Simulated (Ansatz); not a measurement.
# Grüneisen parameters and expansion of TlGa (hypothetical, Fm-3m)

Aim: how the vibrations of TlGa (hypothetical) shift with volume, and the expansion that follows. The crystal structure is hypothetical: it was made by swapping elements on a known structure type.

Calculated with Ansatz 0.2.0; DFT PBE, scalar-relativistic, plane waves, PAW.

### 1. Starting point

The structure is cubic, space group Fm-3m (No. 225). The conventional cell has a = 5.282 Å, b = 5.282 Å, c = 5.282 Å, α = 90.00°, β = 90.00°, γ = 90.00°. Tl has 6 Ga at 2.64 Å nearest. Ga has 6 Tl at 2.64 Å nearest. Farther neighbours are not listed.

### 2. Probe on a coarse mesh

A cheap single point shows whether the cell is a metal or an insulator and how far it is from rest; that sets the k-mesh and the occupations of what follows.

input.yaml reads:

```yaml
crystal:
  lattice:
    - [0.0, 2.64103, 2.64103]
    - [2.64103, 0.0, 2.64103]
    - [2.64103, 2.64103, 0.0]
  atoms:
    - { symbol: Tl, position: [0.0, 0.0, 0.0] }
    - { symbol: Ga, position: [0.5, 0.5, 0.5] }
kpoints:
  mp_grid: { grid: [6, 6, 6] }
hamiltonian:
  xc: pbe
scf:
  occupations: { method: gaussian, width: 0.1 }
output:
  forces: true
  stress: true
  eigenvalues: true
```

On the command line:

```
$ ansatz run input.yaml --threads 4 --pin off --max-ram 8192MiB --backend cpu --events-out ev --progress --plain --runs-dir out
```

Numbers of over 12 decimals in the logs are rounded to 6 here.

Output:

```text
Engine: ansatz 0.2.0, aarch64-unknown-linux-gnu
Pseudopotentials: kind: paw
Pseudopotential: Tl, paw, valence charge 13, recommended cutoff 420 eV (normal), Tl.paw.azcp
Pseudopotential: Ga, paw, valence charge 13, recommended cutoff 420 eV (normal), Ga.paw.azcp
Functional definition: PBE
  parameter kappa = 0.804
  parameter beta = 0.066725
  exchange = pbe_x(kappa = kappa, mu = beta*pi^2/3)
  correlation = pbe_c(beta = beta)
Crystal: 2 atoms, lattice volume = 36.843 Å³
Basis set: ecut = 420 eV, 725 PW (Γ), exchange–correlation on 50×50×50 points (8 copies of the dense FFT grid, shifted against one another)
Bands: 17, of which v1, the nominal top of the filled ones, is band 13 counted from 1 (12 counted from 0)
Symmetry: 48 space group operations
Space group: Fm-3m (ITA 225), of the structure as read, at distance tolerance 3.3e-5 Å
k-points: 16 of 216
Non-local potential: Tl, projectors of the file, l = 0: 2, l = 1: 2, l = 2: 2, l = 3: 1
Non-local potential: Ga, projectors of the file, l = 0: 2, l = 1: 2, l = 2: 3, l = 3: 1
PAW form: soft (Blöchl's): semilocal exchange-correlation on the pseudo side does not see the compensation charge
PAW one-centre angular grid: Tl, 590 points (default); XC on 64 Gauss nodes
PAW one-centre angular grid: Ga, 590 points (default); XC on 64 Gauss nodes
Initial density: superposition of atomic densities (neutral atoms: chi_scale 0, normalization atom), corrected by the library's trained network
Initial wavefunctions: pseudopotential atomic-orbital guess
Functional: x = pbe(κ = 0.804, μ = 0.219515), c = pbe(β = 0.066725)
SCF iter   1: F=—  HF=-15225.687208 eV  |F-HF|=—  |Δ(HF+E_count)|=         —  Δρ=2.35e-3  dr2=2.83e-3  ethr=1.77e-3  ⟨swp⟩=5.6  Hψ=1430  notcnv=0
preconditioner: auto → none  [insulator: Δε(μ)=0.242 eV  Ē_g=17.032 eV  σ=0.100 eV  W_gap=0.66  n_scr=14 (ndim 8)  ℏωp=31.2 eV  f_vac=0.000  D(μ)=1.15/eV (n_scr^D=8)  ε∞_Penn≈4.4]
SCF iter   2: F=—  HF=-15225.685154 eV  |F-HF|=—  |Δ(HF+E_count)|=   2.05e-3  Δρ=6.97e-4  dr2=1.26e-4  ethr=1.09e-5  ⟨swp⟩=2.7  Hψ=575  notcnv=0
SCF iter   3: F=—  HF=-15225.685121 eV  |F-HF|=—  |Δ(HF+E_count)|=   3.29e-5  Δρ=2.79e-4  dr2=1.31e-5  ethr=4.86e-7  ⟨swp⟩=2.2  Hψ=413  notcnv=0  defer=1
SCF iter   4: F=—  HF=-15225.685129 eV  |F-HF|=—  |Δ(HF+E_count)|=   7.87e-6  Δρ=6.35e-5  dr2=5.37e-7  ethr=5.03e-8  ⟨swp⟩=2.0  Hψ=465  notcnv=0  defer=1
SCF iter   5: F=—  HF=-15225.685129 eV  |F-HF|=—  |Δ(HF+E_count)|=   4.67e-7  Δρ=2.63e-5  dr2=1.26e-7  ethr=2.06e-9  ⟨swp⟩=2.0  Hψ=470  notcnv=0  defer=1
SCF iter   6: F=-15225.685130 eV  HF=-15225.685130 eV  |F-HF|=1.08e-8  |Δ(HF+E_count)|=   8.76e-8  Δρ=7.20e-6  dr2=6.84e-9  ethr=3.85e-10  ⟨swp⟩=5.9  Hψ=1258  notcnv=0
SCF 1 converged in 6 iterations: F = -15225.685130 eV  dr2 = 6.84e-9
  greatest PAW one-centre occupation: 0.994 electrons in one spin orbital (limit 2), on the Ga atom at site 1 (counted from 0), in its partial waves of l = 2
SCF converged after 6 iterations
Free energy (F): -15225.685130 eV
Harris-Foulkes:  -15225.685130 eV  (|F-HF|=1.08e-8)
Internal energy: -15225.679371 eV  (E = F + TS)
E sigma→0 (E₀):  -15225.682250 eV
Entropy (-TS):   -0.005758 eV (-2.879 meV/atom)
Fermi energy:    13.944064 eV
--- Per-component energies (eV) ---
  E_band       = 61.961803
  E_kinetic    = 457.832272
  E_local      = -2457.403330  (includes V_loc(G=0)·N_el)
  E_nonlocal   = 738.666985
  E_hartree    = 1103.665575
  E_xc         = -303.918597
  E_vxc        = -205.761613  (∫ρ·V_xc dr)
  E_paw        = -12150.134175  (= ΣΔE_a)
  E_vpaw       = -678.704032  (= ΣTr[D̂ρ^β])
  E_aug_tail   = -0.000097  (compensation charges beyond the density's cutoff)
  E_ewald      = -2614.388005
  E_smearing   = -0.005758  (= −TS)
  E_closure    = -0.000000  (closes the sum)
  Σ components = -15225.685130   (vs F -15225.685130, Δ=0.00e0)
--- Forces (eV/Å), atoms counted from 1 ---
  atom   1  Tl    -0.00000000     0.00000000     0.00000000
  atom   2  Ga     0.00000000    -0.00000000    -0.00000000
  max |Σ_I F_I| component: 1.71e-29 eV/Å
--- Stress (GPa, compression-positive) ---
       30.719172      -0.000000      -0.000000
       -0.000000      30.719172       0.000000
        0.000000      -0.000000      30.719172
  P = ⅓ Tr σ = 30.7192 GPa (307.192 kbar)
--- Band table (eV; the first three rows and the last of 16) ---
  k-point 0: bands = [... 9 lower, 2.1988, 2.1988, 16.7040, 16.7040, 16.7040, 19.2705, 22.1930, 23.6829]
  k-point 1: bands = [... 9 lower, 2.1147, 2.1147, 13.5585, 16.8801, 16.8801, 20.2766, 21.9362, 22.2548]
  k-point 2: bands = [... 9 lower, 2.1429, 3.5856, 9.5424, 17.4239, 17.4239, 19.2801, 20.0697, 20.0697]
  k-point 15: bands = [... 9 lower, 2.2816, 7.8187, 9.6920, 9.9057, 11.5603, 17.7870, 21.1736, 23.7279]
```

The job ended after 0.31 s (4 threads of Arm Neoverse V2, shared host; peak memory 0.29 GiB; 0.86 s of CPU time).

The column dr2 measures how far the density is from self-consistency, as an energy; F and HF (Harris–Foulkes) agree once it is small.

Numbers from this step:

```yaml
pressure: 30.72 GPa
volume_per_atom: 18.42 Å³
gap_on_the_k_mesh: 0 eV
```

The start is under 31 GPa at this level and looks like a metal on this mesh.

### 3. A loose first relaxation

The start is far from rest, so a relaxation with loose thresholds first brings it near the minimum.

input.yaml, as its differences from that of step 2:

```diff
@@ -18 +18,6 @@
   eigenvalues: true
+relax:
+  adjacent_minimum: "off"
+  f_tol: 0.05
+  max_steps: 80
+  cell: { stress_tol: 0.5 }
```

Output:

```text
[...]
Crystal: 2 atoms, lattice volume = 36.843 Å³
Basis set: ecut = 420 eV, 725 PW (Γ), exchange–correlation on 50×50×50 points (8 copies of the dense FFT grid, shifted against one another)
Bands: 17, of which v1, the nominal top of the filled ones, is band 13 counted from 1 (12 counted from 0)
Symmetry: 48 space group operations
[...]
k-points: 16 of 216
[...]
SCF iter   1: F=—  HF=-15225.687208 eV  |F-HF|=—  |Δ(HF+E_count)|=         —  Δρ=2.35e-3  dr2=2.83e-3  ethr=1.77e-3  ⟨swp⟩=5.6  Hψ=1430  notcnv=0
[...]
SCF iter   6: F=-15225.685130 eV  HF=-15225.685130 eV  |F-HF|=1.08e-8  |Δ(HF+E_count)|=   8.74e-8  Δρ=7.20e-6  dr2=6.83e-9  ethr=3.85e-10  ⟨swp⟩=5.9  Hψ=1258  notcnv=0
SCF 1 converged in 6 iterations: F = -15225.685130 eV  dr2 = 6.83e-9
[...]
relax step   1: F+E_penalty+E_count = -15225.68512955 eV  Δ(F+E_penalty+E_count) = +0.000e0 eV  max|allowed force component| = 1.007e-28 eV/Å  Δτ_max = 0.0000 Å  P = +30.719 GPa  Ω = 36.843 Å³  (6 SCF iters, dr2 threshold 1.00e-7 eV, accepted)
Crystal: 2 atoms, lattice volume = 42.498 Å³
Basis set: ecut = 420 eV, 869 PW (Γ), exchange–correlation on 50×50×50 points (8 copies of the dense FFT grid, shifted against one another)
[...]
iter 1 solved again at ethr=7.67e-5 eV; its pass at ethr=3.10e-3 eV (dr2=2.00e-2 eV) is discarded
[...]
SCF iter   6: F=-15226.404663 eV  HF=-15226.404663 eV  |F-HF|=2.70e-8  |Δ(HF+E_count)|=   1.02e-6  Δρ=1.51e-5  dr2=6.37e-8  ethr=7.69e-10  ⟨swp⟩=7.2  Hψ=1473  notcnv=0
SCF 2 converged in 6 iterations: F = -15226.404663 eV  dr2 = 6.37e-8
relax step   2: F+E_penalty+E_count = -15226.40466321 eV  Δ(F+E_penalty+E_count) = -7.195e-1 eV  max|allowed force component| = 7.691e-30 eV/Å  Δτ_max = 0.0000 Å  P = +12.471 GPa  Ω = 42.498 Å³  energy of the carried Pulay correction = -2.537e-3 eV  (6 SCF iters, dr2 threshold 2.00e-7 eV, accepted)
Crystal: 2 atoms, lattice volume = 47.460 Å³
Basis set: ecut = 420 eV, 941 PW (Γ), exchange–correlation on 50×50×50 points (8 copies of the dense FFT grid, shifted against one another)
[...]
SCF iter   6: F=-15226.671707 eV  HF=-15226.671707 eV  |F-HF|=8.95e-9  |Δ(HF+E_count)|=   6.17e-7  Δρ=1.00e-5  dr2=3.54e-8  ethr=7.69e-10  ⟨swp⟩=6.9  Hψ=1383  notcnv=0
SCF 3 converged in 6 iterations: F = -15226.671707 eV  dr2 = 3.54e-8
relax step   3: F+E_penalty+E_count = -15226.67170665 eV  Δ(F+E_penalty+E_count) = -2.670e-1 eV  max|allowed force component| = 1.433e-29 eV/Å  Δτ_max = 0.0000 Å  P = +5.287 GPa  Ω = 47.460 Å³  energy of the carried Pulay correction = -4.486e-3 eV  (6 SCF iters, dr2 threshold 2.00e-7 eV, accepted)
[...]
relax step   4: F+E_penalty+E_count = -15226.74667174 eV  Δ(F+E_penalty+E_count) = -7.497e-2 eV  max|allowed force component| = 8.309e-29 eV/Å  Δτ_max = 0.0000 Å  P = +0.465 GPa  Ω = 51.912 Å³  energy of the carried Pulay correction = -6.052e-3 eV  (7 SCF iters, dr2 threshold 2.00e-7 eV, accepted)
[...]
relax step   5: F+E_penalty+E_count = -15226.76574691 eV  Δ(F+E_penalty+E_count) = -1.908e-2 eV  max|allowed force component| = 6.127e-29 eV/Å  Δτ_max = 0.0000 Å  P = +1.282 GPa  Ω = 51.912 Å³  stress off target by 1.28e0 GPa  SCF on the basis re-selected at this cell (its energy is not comparable with the rows above)  (7 SCF iters)
[...]
relax step   6: F+E_penalty+E_count = -15226.77222650 eV  Δ(F+E_penalty+E_count) = -6.480e-3 eV  max|allowed force component| = 1.446e-29 eV/Å  Δτ_max = 0.0000 Å  P = +0.406 GPa  Ω = 53.225 Å³  energy of the carried Pulay correction = -3.473e-4 eV  (5 SCF iters, dr2 threshold 2.00e-7 eV, accepted)
[...]
SCF iter   5: F=-15226.772550 eV  HF=-15226.772550 eV  |F-HF|=7.22e-10  |Δ(HF+E_count)|=   3.04e-9  Δρ=1.01e-6  dr2=7.18e-10  ethr=7.69e-12  ⟨swp⟩=4.1  Hψ=840  notcnv=0
SCF 7 converged in 5 iterations: F = -15226.772550 eV  dr2 = 7.18e-10
relax step   7: F+E_penalty+E_count = -15226.77255033 eV  Δ(F+E_penalty+E_count) = -3.238e-4 eV  max|allowed force component| = 1.213e-29 eV/Å  Δτ_max = 0.0000 Å  P = +0.400 GPa  Ω = 53.225 Å³  stress off target by 4.00e-1 GPa  SCF on the basis re-selected at this cell (its energy is not comparable with the rows above)  (5 SCF iters)
[...]
SCF converged after 5 iterations
Free energy (F): -15226.772550 eV
[...]
Internal energy: -15226.763412 eV  (E = F + TS)
E sigma→0 (E₀):  -15226.767981 eV
Entropy (-TS):   -0.009138 eV (-4.569 meV/atom)
Fermi energy:    8.510330 eV
[...]
--- Stress (GPa, compression-positive) ---
        0.400409       0.000000       0.000000
        0.000000       0.400409       0.000000
        0.000000       0.000000       0.400409
  P = ⅓ Tr σ = 0.4004 GPa (4.004 kbar)
--- Band table (eV; the first three rows and the last of 16) ---
  k-point 0: bands = [... 9 lower, -2.8543, -1.2876, 9.5159, 10.6311, 10.6311, 10.6311, 16.2553, 16.2553]
  k-point 1: bands = [... 9 lower, -2.8498, -0.9235, 7.2204, 10.7146, 10.7146, 11.9635, 14.7345, 14.9312]
  k-point 2: bands = [... 9 lower, -2.8135, 0.1732, 4.4148, 11.0629, 11.0629, 12.2183, 13.1782, 13.1782]
  k-point 15: bands = [... 9 lower, -2.7562, 2.6598, 4.2275, 5.7386, 7.0414, 10.8305, 14.8069, 15.3893]
--- Relaxed structure (5 steps of the walk, 5 accepted, 2 SCFs on fresh bases) ---
  F+E_penalty+E_count = -15226.77255033 eV   max|allowed force component| = 1.213e-29 eV/Å   (the final SCF, on the basis selected at the relaxed cell)
  cell:  # Å, volume = 53.2254 Å³
    - [0, 2.985587, 2.985587]
    - [2.985587, 0, 2.985587]
    - [2.985587, 2.985587, 0]
  atoms:
    - { symbol: Tl, position: [0, 0, 0] }
    - { symbol: Ga, position: [0.5, 0.5, 0.5] }
```

Wall time 2.1 s (4 threads); peak memory 0.33 GiB.

Relaxation path:

```
step  energy less that of the first step (eV)  largest force component (eV/Å)  pressure (GPa)  volume (Å³)
   1                                   0.0000                          0.0000           30.72        36.84
   2                                  -0.7195                          0.0000           12.47        42.50
   3                                  -0.9866                          0.0000            5.29        47.46
   4                                  -1.0615                          0.0000            0.47        51.91
  5*                                  -1.0806                          0.0000            1.28        51.91
   6                                  -1.0871                          0.0000            0.41        53.23
  7*                                  -1.0874                          0.0000            0.40        53.23
```

Relaxation steps marked * repeat the geometry before them on a plane-wave basis chosen anew for their cell, so energy and pressure can jump there.

The run keeps the 48 symmetry operations that it works with, so distortions that break them were not tested.

```
     cell as run  before  after   change
           a (Å)   3.735  4.222  +13.0 %
           b (Å)   3.735  4.222  +13.0 %
           c (Å)   3.735  4.222  +13.0 %
volume (Å³/atom)   18.42  26.61  +44.5 %
```

Final coordinates:

```xyz
2
Lattice="0.0000 2.9856 2.9856 2.9856 0.0000 2.9856 2.9856 2.9856 0.0000" Properties=species:S:1:pos:R:3 pbc="T T T"
Tl    0.0000    0.0000    0.0000
Ga    2.9856    2.9856    2.9856
```

This step gave:

* pressure: 0.4004 GPa
* volume per atom: 26.61 Å³

The relaxation ends with a pressure of 0.40 GPa.

### 4. Finding the static equilibrium

Phonons are second derivatives about a minimum, so cell and atoms are relaxed first, inside the symmetry of the start.

input.yaml, the sections that differ from step 3:

```yaml
crystal:
  lattice:
    - [0.0, 2.985586838, 2.985586838]
    - [2.985586838, 0.0, 2.985586838]
    - [2.985586838, 2.985586838, 0.0]
  atoms:
    - { symbol: Tl, position: [0.0, 0.0, 0.0] }
    - { symbol: Ga, position: [0.5, 0.5, 0.5] }
kpoints:
  mp_grid: { grid: [12, 12, 12] }
relax:
  adjacent_minimum: "off"
  f_tol: 0.005
  max_steps: 80
  cell: { stress_tol: 0.05 }
# hamiltonian, scf, output: as in step 3
```

Output:

```text
[...]
Crystal: 2 atoms, lattice volume = 53.225 Å³
Basis set: ecut = 420 eV, 1037 PW (Γ), exchange–correlation on 60×60×60 points (8 copies of the dense FFT grid, shifted against one another)
Bands: 17, of which v1, the nominal top of the filled ones, is band 13 counted from 1 (12 counted from 0)
Symmetry: 48 space group operations
[...]
k-points: 72 of 1728
[...]
k-point 71: bands = [... 9 lower, -2.8754, 2.8025, 3.5959, 6.2348, 6.2348, 12.5533, 13.1381, 16.2225]
--- Relaxed structure (3 steps of the walk, 3 accepted, 1 SCFs on fresh bases) ---
[...]
cell:  # Å, volume = 53.7743 Å³
    - [0, 2.995815, 2.995815]
    - [2.995815, 0, 2.995815]
    - [2.995815, 2.995815, 0]
  atoms:
    - { symbol: Tl, position: [0, 0, 0] }
    - { symbol: Ga, position: [0.5, 0.5, 0.5] }
[key lines of the parts left out:]
SCF converged after 6 iterations
Free energy (F): -15226.789222 eV
Fermi energy:    8.396069 eV
P = ⅓ Tr σ = 0.0057 GPa (0.057 kbar)
```

The job ended after 3.3 s (4 threads; peak memory 0.4 GiB).

The steps of the relaxation:

```
step  energy less that of the first step (eV)  largest force component (eV/Å)  pressure (GPa)  volume (Å³)
   1                                   0.0000                          0.0000            0.25        53.23
   2                                  -0.0003                          0.0000            0.08        53.60
   3                                  -0.0003                          0.0000            0.01        53.77
  4*                                  -0.0004                          0.0000            0.01        53.77
```

Relaxation steps marked * repeat the geometry before them on a plane-wave basis chosen anew for their cell, so energy and pressure can jump there.

The run keeps the 48 symmetry operations that it works with, so distortions that break them were not tested.

```
conventional cell, symmetrised  before  after  change
                         a (Å)   5.971  5.992  +0.3 %
                         b (Å)   5.971  5.992  +0.3 %
                         c (Å)   5.971  5.992  +0.3 %
              volume (Å³/atom)   26.61  26.89  +1.0 %
```

The relaxed structure:

```xyz
2
Lattice="0.0000 2.9958 2.9958 2.9958 0.0000 2.9958 2.9958 2.9958 0.0000" Properties=species:S:1:pos:R:3 pbc="T T T"
Tl    0.0000    0.0000    0.0000
Ga    2.9958    2.9958    2.9958
```

This step gave:

| Property | Result |
| --- | --- |
| pressure | 0.005744 GPa |
| volume per atom | 26.89 Å³ |

The relaxation ends with a pressure of 0.01 GPa.

### 5. Relaxing to small residual forces and stress

The relaxation is repeated with tighter thresholds on force and stress, since phonons are sensitive to what is left; a change of mesh or smearing in the input moves the cell too.

input.yaml, the sections that differ from step 4:

```yaml
crystal:
  lattice:
    - [0.0, 2.9958154054, 2.9958154054]
    - [2.9958154054, 0.0, 2.9958154054]
    - [2.9958154054, 2.9958154054, 0.0]
  atoms:
    - { symbol: Tl, position: [0.0, 0.0, 0.0] }
    - { symbol: Ga, position: [0.5, 0.5, 0.5] }
scf:
  occupations: { method: methfessel_paxton, width: 0.15 }
relax:
  adjacent_minimum: "off"
  f_tol: 0.001
  max_steps: 60
  cell: { stress_tol: 0.01 }
# kpoints, hamiltonian, output: as in step 4
```

Output:

```text
[...]
Crystal: 2 atoms, lattice volume = 53.774 Å³
Basis set: ecut = 420 eV, 1067 PW (Γ), exchange–correlation on 60×60×60 points (8 copies of the dense FFT grid, shifted against one another)
Bands: 17, of which v1, the nominal top of the filled ones, is band 13 counted from 1 (12 counted from 0)
Symmetry: 48 space group operations
[...]
k-points: 72 of 1728
[...]
k-point 71: bands = [... 9 lower, -2.8706, 2.8074, 3.6010, 6.2387, 6.2387, 12.5604, 13.1455, 16.2291]
--- Relaxed structure (2 steps of the walk, 2 accepted, 1 SCFs on fresh bases) ---
[...]
cell:  # Å, volume = 53.7502 Å³
    - [0, 2.995368, 2.995368]
    - [2.995368, 0, 2.995368]
    - [2.995368, 2.995368, 0]
  atoms:
    - { symbol: Tl, position: [0, 0, 0] }
    - { symbol: Ga, position: [0.5, 0.5, 0.5] }
[key lines of the parts left out:]
SCF converged after 6 iterations
Free energy (F): -15226.786273 eV
Fermi energy:    8.392300 eV
P = ⅓ Tr σ = -0.0062 GPa (-0.062 kbar)
```

Wall time 2.6 s (4 threads); peak memory 0.4 GiB.

Little changed from the start: no atom moved by 0.005 Å and no cell edge by 0.1 %.

This step gave:

- pressure: -0.006190 GPa
- volume per atom: 26.88 Å³

The residual pressure is -0.0062 GPa, small enough for phonons.

(Part 1 of 4 ends here.)

[Logs are printed without paths, hosts, clocks, repeated set-up lines and the standing remarks that a program may print on its own settings, such as how far it seeks lower states.]

[Hosts, paths, dates, database ids (printed as entryN), source tags and the programs' standing remarks are cut or masked in the printed files.]

[A step with changed settings may run another functional than the one named; its input shows which.]

[Of the runs on displaced cells, only some may be shown.]
